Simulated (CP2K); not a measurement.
Consider 2-aminothiazole at its PBE geometry (Å).

```xyz
10

N     2.0729    0.0367   -0.3706
C     0.7116   -0.0226   -0.1339
N    -0.0272    1.0405    0.0814
C    -1.3541    0.6826    0.1967
C    -1.6392   -0.6507    0.0816
S    -0.1764   -1.5336   -0.2067
H     2.6194   -0.7761   -0.1045
H     2.4843    0.9196   -0.0777
H    -2.0950    1.4587    0.3790
H    -2.5964   -1.1554    0.1546
```

Method: CP2K XAS_TDP, all-electron GAPW, PBEh(45%), aug-cc-pVDZ, TDA, ZORA, spin–orbit coupling.

**Question.** Where do the S L₂,₃-edge lines lie, and how strong are they?

Leading lines: S6 164.12 eV. The leading line of an atom is its first one with 35 % of the strongest within 2.5 eV of its lowest line over the strength cut. 

The first six lines of each atom with a strength over 0.0003:

```
              atom  energy (eV)  states  strength, one atom
S6 (bonded to 2 C)       164.12       1              0.0020
                         164.34       1              0.0011
                         164.88       2              0.0005
                         164.97       1              0.0006
                         165.22       1              0.0015
                         165.50       1              0.0030
```

Lines are vertical, at one geometry, with no vibrational structure. Without a correction of the core level, line positions, and the gaps between valence and Rydberg lines, follow the share of exact exchange. Rydberg lines, and the discretised continuum above threshold, depend on the basis and the box.

[Banner, clock and machine lines of the logs are left out without a mark of their own.]

[Logs are printed without paths, hosts, clocks, repeated set-up lines and the standing remarks that a program may print on its own settings, such as how far it seeks lower states.]

[Hosts, paths, dates, database ids (printed as entryN), source tags and the programs' standing remarks are cut or masked in the printed files.]
